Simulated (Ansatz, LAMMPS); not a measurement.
# In2O3 with crystalline order left by the classical run (100 atoms): geometry optimisation, part 2 of 3

Wanted: the relaxed structure of In2O3 with crystalline order left by the classical run (100 atoms) and its electronic structure.

Ansatz 0.2.0; Kohn-Sham DFT, PBE, PAW (set soft_2), plane waves.

The cell: 40 In and 60 O. The quench rate of 20 K/ps is many orders above laboratory rates. The network of bonds at the start is that of the classical potential that made the cell. The Brillouin zone is sampled at Γ only, in a cell whose shortest periodic width is 11 Å.

So far. Step 3 (Single point at the start): Neighbours are counted within 2.62 Å (O-In).

### 4. Cell and atoms relaxed

Cell and atoms are freed together, to release stress as well as forces.

input.yaml

```yaml
crystal:
  lattice:
    - [11.14182, 0.0, 0.0]
    - [0.0, 11.14182, 0.0]
    - [0.0, 0.0, 11.14182]
  atoms:
    [... the 100 atom lines of step 3 ...]
kpoints:
  mp_grid: { grid: [1, 1, 1] }
hamiltonian:
  xc: pbe
scf:
  occupations: { method: fermi_dirac, width: 0.05 }
output:
  forces: true
relax:
  f_tol: 0.05
  max_steps: 200
  cell: {}
```

Started as:

```bash
$ ansatz run input.yaml --threads 4 --pin off --max-ram 8192MiB --backend cpu --events-out ev --progress --plain --runs-dir out
```

Numbers of over 12 decimals in the logs are rounded to 6 here.

The program printed:

```text
[...]
Crystal: 100 atoms, lattice volume = 1383.147 Å³
Basis set: ecut = 420 eV, 27081 PW (Γ), exchange–correlation on 150×150×150 points (8 copies of the dense FFT grid, shifted against one another)
Bands: 540, of which v1, the nominal top of the filled ones, is band 440 counted from 1 (439 counted from 0)
Symmetry: 1 space group operations
[...]
k-points: 1
[...]
SCF iter   1: F=—  HF=-257954.346420 eV  |F-HF|=—  |Δ(HF+E_count)|=         —  Δρ=2.04e-3  dr2=6.93e-2  ethr=1.77e-3  ⟨swp⟩=5.0  Hψ=1815  notcnv=0  defer=90
[...]
SCF iter  10: F=-257954.337792 eV  HF=-257954.337792 eV  |F-HF|=4.09e-8  |Δ(HF+E_count)|=   1.73e-8  Δρ=1.56e-6  dr2=4.76e-8  ethr=1.14e-11  ⟨swp⟩=3.0  Hψ=1366  notcnv=0
SCF 1 converged in 10 iterations: F = -257954.337792 eV  dr2 = 4.76e-8
[...]
relax step   1: F+E_penalty+E_count = -257954.33779188 eV  Δ(F+E_penalty+E_count) = +0.000e0 eV  max|allowed force component| = 9.285e-1 eV/Å  Δτ_max = 0.0000 Å  P = -1.798 GPa  Ω = 1383.147 Å³  (10 SCF iters, dr2 threshold 1.00e-7 eV, accepted)
[...]
relax step   2: F+E_penalty+E_count = -257957.13492562 eV  Δ(F+E_penalty+E_count) = -2.797e0 eV  max|allowed force component| = 2.996e-1 eV/Å  Δτ_max = 0.0657 Å  P = -0.485 GPa  Ω = 1374.430 Å³  energy of the carried Pulay correction = +3.387e-2 eV  (8 SCF iters, dr2 threshold 1.00e-5 eV, accepted)
[...]
relax step   3: F+E_penalty+E_count = -257957.71400083 eV  Δ(F+E_penalty+E_count) = -5.791e-1 eV  max|allowed force component| = 1.061e-1 eV/Å  Δτ_max = 0.1769 Å  P = +0.430 GPa  Ω = 1364.643 Å³  energy of the carried Pulay correction = +7.216e-2 eV  (9 SCF iters, dr2 threshold 5.61e-6 eV, accepted)
[...]
relax step   4: F+E_penalty+E_count = -257957.72267697 eV  Δ(F+E_penalty+E_count) = -8.676e-3 eV  max|allowed force component| = 1.231e-2 eV/Å  Δτ_max = 0.0200 Å  P = +0.024 GPa  Ω = 1368.475 Å³  energy of the carried Pulay correction = +5.714e-2 eV  (8 SCF iters, dr2 threshold 7.04e-7 eV, accepted)
relax step   5: F+E_penalty+E_count = -257957.79307011 eV  Δ(F+E_penalty+E_count) = -7.039e-2 eV  max|allowed force component| = 1.233e-2 eV/Å  Δτ_max = 0.0000 Å  P = +0.071 GPa  Ω = 1368.475 Å³  stress off target by 4.16e-1 GPa  SCF on the basis re-selected at this cell (its energy is not comparable with the rows above)  (9 SCF iters)
[...]
relax step   6: F+E_penalty+E_count = -257957.79705126 eV  Δ(F+E_penalty+E_count) = -3.981e-3 eV  max|allowed force component| = 9.933e-3 eV/Å  Δτ_max = 0.0053 Å  P = +0.008 GPa  Ω = 1369.461 Å³  energy of the carried Pulay correction = -3.944e-3 eV  (7 SCF iters, dr2 threshold 4.32e-7 eV, accepted)
[...]
relax step   7: F+E_penalty+E_count = -257957.80230259 eV  Δ(F+E_penalty+E_count) = -5.251e-3 eV  max|allowed force component| = 1.000e-2 eV/Å  Δτ_max = 0.0000 Å  P = +0.012 GPa  Ω = 1369.461 Å³  stress off target by 3.59e-2 GPa  SCF on the basis re-selected at this cell (its energy is not comparable with the rows above)  (7 SCF iters)
[...]
SCF converged after 7 iterations
Free energy (F): -257957.802303 eV
[...]
Internal energy: -257957.798830 eV  (E = F + TS)
E sigma→0 (E₀):  -257957.800566 eV
Entropy (-TS):   -0.003473 eV (-0.035 meV/atom)
Fermi energy:    8.418240 eV
[...]
--- Forces (eV/Å), atoms counted from 1 ---
  atom   1  In     0.00318555    -0.00131443     0.00044249
  atom   2  In     0.00207302     0.00588873    -0.00239252
  atom   3  In    -0.00291751     0.00007247    -0.00189891
  atom   4  In    -0.00328795     0.00215005     0.00380556
  atom   5  In     0.00932772     0.00362568     0.00434034
  atom   6  In    -0.00155267     0.00664940     0.00119336
  atom   7  In    -0.00063492     0.00441812     0.00009092
  atom   8  In     0.00338173     0.00136669     0.00023498
  atom   9  In     0.00302093    -0.00577986     0.00304203
  atom  10  In    -0.00056909     0.00571125    -0.00725321
  atom  11  In    -0.00128353     0.00458548     0.00031645
  atom  12  In    -0.00625536     0.00125620     0.00009994
  atom  13  In     0.00063270     0.00064749    -0.00061400
  atom  14  In     0.00096015    -0.00704847     0.00569747
[...]
atom  99  O     -0.00030062     0.00395540     0.00009440
  atom 100  O     -0.00535092     0.00418081    -0.00147313
  max |Σ_I F_I| component: 9.37e-7 eV/Å
--- Stress (GPa, compression-positive) ---
        0.013276      -0.000089      -0.014411
       -0.000089      -0.002536       0.000093
       -0.014411       0.000093       0.026713
  P = ⅓ Tr σ = 0.0125 GPa (0.125 kbar)
--- Relaxed structure (5 steps of the walk, 5 accepted, 2 SCFs on fresh bases) ---
  F+E_penalty+E_count = -257957.80230259 eV   max|allowed force component| = 1.000e-2 eV/Å   (the final SCF, on the basis selected at the relaxed cell)
  cell:  # Å, volume = 1369.4607 Å³
    - [11.112154, -1.4585070660354985e-5, -0.025002]
    - [-1.4585070660354985e-5, 10.588297, -2.6384784660235082e-5]
    - [-0.025002, -2.6384784660235082e-5, 11.639312]
  atoms:
    - { symbol: In, position: [0.700175, 0.737243, 0.631564] }
    - { symbol: In, position: [0.888124, 0.710909, 0.347855] }
    - { symbol: In, position: [0.140252, 0.696915, 0.190754] }
    - { symbol: In, position: [0.985129, 0.448748, 0.074569] }
[...]
- { symbol: O, position: [0.775270, 0.871770, 0.325474] }
```

It took 2.6 min on 4 threads of Arm Neoverse V2, shared host; peak memory 2.2 GiB; 10 min of CPU time.

The steps of the relaxation:

```
step  energy less that of the first step (eV)  largest force component (eV/Å)  pressure (GPa)  volume (Å³)
   1                                   0.0000                          0.9285           -1.80      1383.15
   2                                  -2.7971                          0.2996           -0.48      1374.43
   3                                  -3.3762                          0.1061            0.43      1364.64
   4                                  -3.3849                          0.0123            0.02      1368.47
  5*                                  -3.4553                          0.0123            0.07      1368.47
   6                                  -3.4593                          0.0099            0.01      1369.46
  7*                                  -3.4645                          0.0100            0.01      1369.46
```

Relaxation steps marked * repeat the geometry before them on a plane-wave basis chosen anew for their cell, so energy and pressure can jump there.

```
     cell as run  before   after  change
           a (Å)  11.142  11.112  -0.3 %
           b (Å)  11.142  10.588  -5.0 %
           c (Å)  11.142  11.639  +4.5 %
           β (°)   90.00   90.25  +0.3 %
volume (Å³/atom)   13.83   13.69  -1.0 %
```

The atoms that moved most (Å, as changes of fractional coordinates times the final cell):

```
atom      dx      dy      dz  length
 O67  -0.118  -0.095  -0.181   0.236
 O77  -0.116   0.090  -0.177   0.230
 O47   0.190  -0.023   0.005   0.191
 O45   0.164   0.015   0.014   0.165
 In6   0.056  -0.081   0.118   0.154
 O44   0.085  -0.076   0.101   0.153
In21   0.051   0.081   0.115   0.149
 O70   0.086   0.072   0.096   0.148
```

The relaxation changed the energy by -34.6 meV/atom, and atoms moved by 0.095 Å r.m.s., 0.24 Å at most.

### 5. Local order after relaxation

Bonds before and after, by the cutoffs listed below:

```
pair  bonds before  bonds after  mean before (Å)  mean after (Å)  spread before (Å)  spread after (Å)
O-In           228          228            2.223           2.213              0.084             0.090
```

Density 6.73 g/cm³, 13.69 Å³ an atom.

Pair distribution functions g(r), in bins of 0.1 Å:

```
r (Å)  total   O-O  O-In  In-In
 1.95   0.00  0.00  0.00   0.00
 2.05   0.92  0.00  1.92   0.00
 2.15   4.68  0.00  9.75   0.00
 2.25   3.38  0.00  7.04   0.00
 2.35   0.88  0.00  1.82   0.00
 2.45   0.15  0.00  0.31   0.00
 2.55   0.20  0.00  0.43   0.00
 2.65   0.00  0.00  0.00   0.00
 2.75   0.28  0.47  0.24   0.00
 2.85   1.44  3.86  0.11   0.00
 2.95   1.36  3.50  0.11   0.31
 3.05   0.80  2.09  0.00   0.29
 3.15   0.86  2.14  0.18   0.00
 3.25   1.26  2.23  0.26   2.06
 3.35   2.01  3.01  0.08   5.57
 3.45   1.28  1.63  0.46   2.99
 3.55   0.69  0.86  0.21   1.73
 3.65   0.78  0.63  0.68   1.44
 3.75   1.02  0.43  0.71   3.28
 3.85   0.97  0.49  0.98   2.03
 3.95   1.09  0.23  1.40   2.09
 4.05   1.12  0.44  1.56   1.35
 4.15   0.89  0.28  1.58   0.16
 4.25   1.04  1.00  1.16   0.75
 4.35   1.18  0.96  1.49   0.72
 4.45   0.62  0.73  0.74   0.00
 4.55   0.71  0.76  0.88   0.13
 4.65   0.56  0.34  0.88   0.13
 4.75   0.89  0.32  1.36   0.72
 4.85   1.15  0.52  1.89   0.35
 4.95   1.09  0.64  1.71   0.22
 5.05   0.80  0.76  0.96   0.43
 5.15   1.03  0.91  1.37   0.30
 5.25   1.45  1.49  1.61   0.89
```

Bonds by pair of elements; cutoffs follow the first minimum of g(r), held within bounds set by covalent radii, and pairs that aren't listed don't count as bonded:

```
pair A-B  cutoff (Å)  bonds  mean length (Å)  spread (Å)  shortest (Å)  B about A  A about B
    O-In        2.68    228             2.21        0.09          2.03        3.8        5.7
```

How many atoms have how many bonded neighbours:

```
element  mean   3   4  5   6
     In   5.7   0   2  8  30
      O   3.8  12  48  0   0
```

Bond angles, per cent of each kind in bins of 5°:

```
angle (°)  O-In-O  In-O-In
    70–75     0.7      0.0
    75–80    16.6      0.0
    80–85    19.2      3.1
    85–90     7.8      0.6
    90–95     6.3     11.7
   95–100    10.3     25.3
  100–105    10.0     14.8
  105–110     4.1      4.3
  110–115     2.2      8.0
  115–120     1.5      6.8
  120–125     0.4      9.3
  125–130     1.1      4.9
  130–135     0.4      1.2
  135–140     0.0      1.8
  140–145     0.4      2.5
  145–150     1.8      1.2
  150–155     3.3      1.8
  155–160     1.8      1.2
  160–165     4.1      0.6
  165–170     2.2      0.6
  170–175     4.4      0.0
  175–180     1.5      0.0
```

Bond angles (no mean is given where the spread exceeds 20°):

```
  angle  count  mean (°)  spread (°)
 O-In-O    542         -           -
In-O-In    324       109        17.3
```

Bond length by coordination (bonds to H left out):

```
element  coordination  atoms  mean bond length (Å)
     In             4      2                  2.09
     In             5      8                  2.19
     In             6     30                  2.22
      O             3     12                  2.13
      O             4     48                  2.23
```

Rings of the network by King's shortest-path rule, up to 12 atoms, one path for each pair of neighbours; H, halogens, alkali and alkaline-earth atoms are left out, and the last column divides by all other atoms, bonded or not:

```
ring size (atoms)  rings  per network atom
                4     96              0.96
                6    212              2.12
                8     77              0.77
```

First main peaks of g(r), for some of the pairs, lie near 2.9 Å (O-O), 2.2 Å (O-In) and 3.4 Å (In-In). By these cutoffs 75 % of In atoms have 6 and 80 % of O atoms have 4 bonded neighbours. Bonds at O atoms with 3 neighbours average 2.13 Å, against 2.23 Å at those with 4. Rings of 6 atoms are the most common (55 % of those counted); sizes run from 4 to 8.

[end of part 2 of 3]

[Logs are printed without paths, hosts, clocks, repeated set-up lines and the standing remarks that a program may print on its own settings, such as how far it seeks lower states.]

[Hosts, paths, dates, database ids (printed as entryN), source tags and the programs' standing remarks are cut or masked in the printed files.]
